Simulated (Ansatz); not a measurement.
# Bands, cutoff and cost in G0W0 for WS2 (Tungstenite), part 2 of 2

Aim: see how the G0W0 gap of WS2 (Tungstenite) on PBE moves with empty bands and screening cutoff, and what each rung costs.

Ansatz 0.2.0; G0W0 on PBE, plane waves, PAW. Known limits of the many-body steps: not at the basis limit; no spin-orbit coupling.

So far. Step 2 (277 empty bands, screening to 110 eV): The gap on the mesh goes from 1.08 eV to 1.46 eV, a correction of +0.37 eV. Between the two edge states, bare exchange in place of the xc potential would open the gap by 4.63 eV, and correlation takes back 4.26 eV. Step 3 (631 empty bands, screening to 190 eV): Against the run with 9×9×2 mesh, 277 empty bands, screening to 110 eV, hard PAW files, the gap moves by +0.04 eV.

### Step 4. 1068 empty bands, screening to 270 eV

input.yaml

```yaml
crystal:
  lattice:
    - [3.1532, 0.0, 0.0]
    - [-1.5766, 2.7307513032, 0.0]
    - [0.0, 0.0, 12.323]
  atoms:
    - { symbol: W, position: [0.3333333333, 0.6666666667, 0.25] }
    - { symbol: W, position: [0.6666666667, 0.3333333333, 0.75] }
    - { symbol: S, position: [0.3333333333, 0.6666666667, 0.6225] }
    - { symbol: S, position: [0.6666666667, 0.3333333333, 0.1225] }
    - { symbol: S, position: [0.3333333333, 0.6666666667, 0.8775] }
    - { symbol: S, position: [0.6666666667, 0.3333333333, 0.3775] }
kpoints:
  mp_grid: { grid: [9, 9, 2] }
hamiltonian:
  xc: pbe
  pseudopotentials: { kind: paw, source: ansatz }
scf:
  occupations: { method: fixed }
gw:
  n_empty_bands: 1068
  ecut_chi: 270.0
  qp_bands: [v2, c2]
  qp_kpoints: band_edges
  screening: { model: contour_deformation }
```

The run is started by

```console
$ ansatz run input.yaml --threads 3 --pin off --max-ram 92160MiB --backend cuda --events-out ev --progress --plain --runs-dir out --devices 1 --max-vram 13GiB  # rebuilt from the run's record
```

Numbers of over 12 decimals in the logs are rounded to 6 here.

Output:

```text
GPUs: using 1 of 1 available (devices: 1).
[...]
GPU FFT provider: cuFFT
GPU libraries: cuBLAS 13.8.2, cuFFT 12.4.0, cuSOLVER 12.3.4
Crystal: 6 atoms, lattice volume = 106.108 Å³
Basis set: ecut = 760 eV, 5029 PW (Γ)
Bands: 48, of which v1, the nominal top of the filled ones, is band 40 counted from 1 (39 counted from 0)
Symmetry: 24 space group operations
[...]
k-points: 24 of 162
[...]
1    42     15.6284   -13.7626    -4.5247   -18.3558  0.7574    15.6970    15.6970  root
[...]
23    39     12.6724   -18.7752     0.2014   -18.0993  0.7598    12.1957    12.1979  root
    23    40     12.6724   -18.7752     0.2014   -18.0993  0.7598    12.1957    12.1979  root
    23    41     14.6268   -15.8757    -4.0917   -19.9331  0.7568    14.5924    14.5924  root
    23    42     14.6268   -15.8757    -4.0917   -19.9331  0.7568    14.5924    14.5924  root
[key lines of the parts left out:]
SCF converged after 9 iterations
Free energy (F): -39375.324734 eV
Fermi energy:    13.325146 eV
```

Wall time 8 min (1 × NVIDIA H100 80GB HBM3 (shared by 6 runs) with 3 threads of AMD EPYC 7R13 (Zen 3), shared host); peak memory 9 GiB.

Numbers from this step:

- bands summed: 1108
- RPA ε∞ on this mesh (eigenvalues): 5.894, 13.30, 13.30
- plane waves in the screening matrix: 1071
- G0W0 gap on the mesh: 1.510 eV
- k of the valence top: 0, 0, 0
- k of the conduction bottom: 0.1111, 0.2222, 0
- starting gap on the mesh: 1.083 eV
- least direct G0W0 gap on the computed points: 2.273 eV

Against the run with 9×9×2 mesh, 631 empty bands, screening to 190 eV, hard PAW files, the gap moves by +0.014 eV.

### Step 5. Changing the k mesh: 12×12×2 mesh, 277 empty bands, screening to 110 eV, hard PAW files

Only the mesh changes. It samples the long-range screening, which converges on its own terms. Bands and cutoff differ from the step before, so it is read against an earlier run that matches them.

Edit input.yaml of step 4 so:

```diff
@@ -13,3 +13,3 @@
 kpoints:
-  mp_grid: { grid: [9, 9, 2] }
+  mp_grid: { grid: [12, 12, 2] }
 hamiltonian:
@@ -20,4 +20,4 @@
 gw:
-  n_empty_bands: 1068
-  ecut_chi: 270.0
+  n_empty_bands: 277
+  ecut_chi: 110.0
   qp_bands: [v2, c2]
```

Output:

```text
GPUs: using 1 of 1 available (devices: 1).
[...]
GPU FFT provider: cuFFT
GPU libraries: cuBLAS 13.8.2, cuFFT 12.4.0, cuSOLVER 12.3.4
Crystal: 6 atoms, lattice volume = 106.108 Å³
Basis set: ecut = 760 eV, 5029 PW (Γ)
Bands: 48, of which v1, the nominal top of the filled ones, is band 40 counted from 1 (39 counted from 0)
Symmetry: 24 space group operations
[...]
k-points: 38 of 288
[...]
1    42     15.6285   -13.7702    -4.1671   -18.3558  0.7595    16.0498    16.0470  root
[...]
37    39     12.6723   -18.7432     0.5186   -18.0993  0.7631    12.5469    12.5471  root
    37    40     12.6723   -18.7432     0.5186   -18.0993  0.7631    12.5469    12.5471  root
    37    41     14.6269   -15.9087    -3.6741   -19.9331  0.7620    14.9787    14.9773  root
    37    42     14.6269   -15.9087    -3.6741   -19.9331  0.7620    14.9787    14.9773  root
[key lines of the parts left out:]
SCF converged after 9 iterations
Free energy (F): -39375.325041 eV
Fermi energy:    13.325212 eV
```

Wall time 7.8 min (1 × NVIDIA H100 80GB HBM3 (shared by 6 runs) with 3 threads); peak memory 2.9 GiB.

Numbers from this step:

| Item | Value |
| --- | --- |
| bands summed | 317 |
| RPA ε∞ on this mesh (eigenvalues) | 5.904, 13.32, 13.32 |
| plane waves in the screening matrix | 291 |
| G0W0 gap on the mesh | 1.339 eV |
| k of the valence top | 0, 0, 0 |
| k of the conduction bottom | 0.1667, 0.1667, 0 |
| starting gap on the mesh | 0.9772 eV |
| least direct G0W0 gap on the computed points | 2.296 eV |

Against the run with 9×9×2 mesh, 277 empty bands, screening to 110 eV, hard PAW files, the gap moves by −0.12 eV, while the start moved by −0.11 eV. A band edge is found at another k point on this mesh.

### Step 6. Convergence and cost

Times are wall times on 1 × NVIDIA H100 80GB HBM3 (shared by 6 runs) with 3 threads of AMD EPYC 7R13 (Zen 3), shared host, good to a factor of about two.

```csv
mesh,files,frequency,bands summed,cutoff (eV),start (eV),G0W0 (eV),time,host memory (GiB)
9×9×2,hard PAW,contour deformation,317,110,1.083,1.456,1.7 min,2.2
9×9×2,hard PAW,contour deformation,671,190,1.083,1.496,5.3 min,4.5
9×9×2,hard PAW,contour deformation,1108,270,1.083,1.510,8 min,9.0
12×12×2,hard PAW,contour deformation,317,110,0.977,1.339,7.8 min,2.9
```

How the two edges are built up, in eV (the quasiparticle level is the starting level plus Σx plus Σc less Vxc):

```csv
run,edge,start,Σx,Σc,Vxc,Z,QP
317 bands,valence top,13.33,-19.46,0.55,-18.81,0.76,13.22
317 bands,conduction bottom,14.41,-13.19,-3.71,-17.17,0.77,14.68
671 bands,valence top,13.33,-19.46,0.29,-18.81,0.76,12.96
671 bands,conduction bottom,14.41,-13.19,-3.93,-17.17,0.77,14.45
1108 bands,valence top,13.33,-19.46,0.18,-18.81,0.76,12.85
1108 bands,conduction bottom,14.41,-13.19,-4.03,-17.17,0.77,14.36
```

### Step 7. What came out

| Property | Result |
| --- | --- |
| 317 bands, 110 eV | 1.456 eV |
| 671 bands, 190 eV | 1.496 eV |
| 1108 bands, 270 eV | 1.510 eV |
| estimated limit in bands and cutoff | 1.53 eV |
| mesh and start | 9×9×2, PBE |

**Reading.** A line in one over the bands through the two highest rungs gives 1.53 eV, +0.02 eV from the top rung; the pair below gives 1.53 eV, in fair agreement. The rungs stand 0.08 eV (317 bands), 0.04 eV (671 bands) and 0.02 eV (1108 bands) from it. From 317 to 1108 bands the gap moves by +0.05 eV while the time grows 4.7-fold. Σc changes by −0.38 eV at the valence top and −0.32 eV at the conduction bottom, so the levels themselves move more than the gap between them. On the 12×12×2 mesh in place of 9×9×2 the gap differs by −0.12 eV, of which −0.11 eV is already in the start. The cheapest rung within 0.1 eV of this estimate is that with 317 bands (1.7 min). The 9×9×2 mesh misses a band edge: on 12×12×2 the PBE gap is 0.98 eV, so these values are not the fundamental gap, which lies some 0.11 eV lower. The many-body steps are scalar-relativistic: spin-orbit coupling is not in them.

[Paths, hosts, dates, memory and timing lines, banners, echoed tables and standing remarks are left out of the program output.]

[Logs are printed without paths, hosts, clocks, repeated set-up lines and the standing remarks that a program may print on its own settings, such as how far it seeks lower states.]

[Runs of the session that timed out or met a known fault of the program may be left out.]

[Cells called generated may have been cut or substituted from an entry of the Crystallography Open Database or the Materials Project.]

[Hosts, paths, dates, database ids (printed as entryN), source tags and the programs' standing remarks are cut or masked in the printed files.]
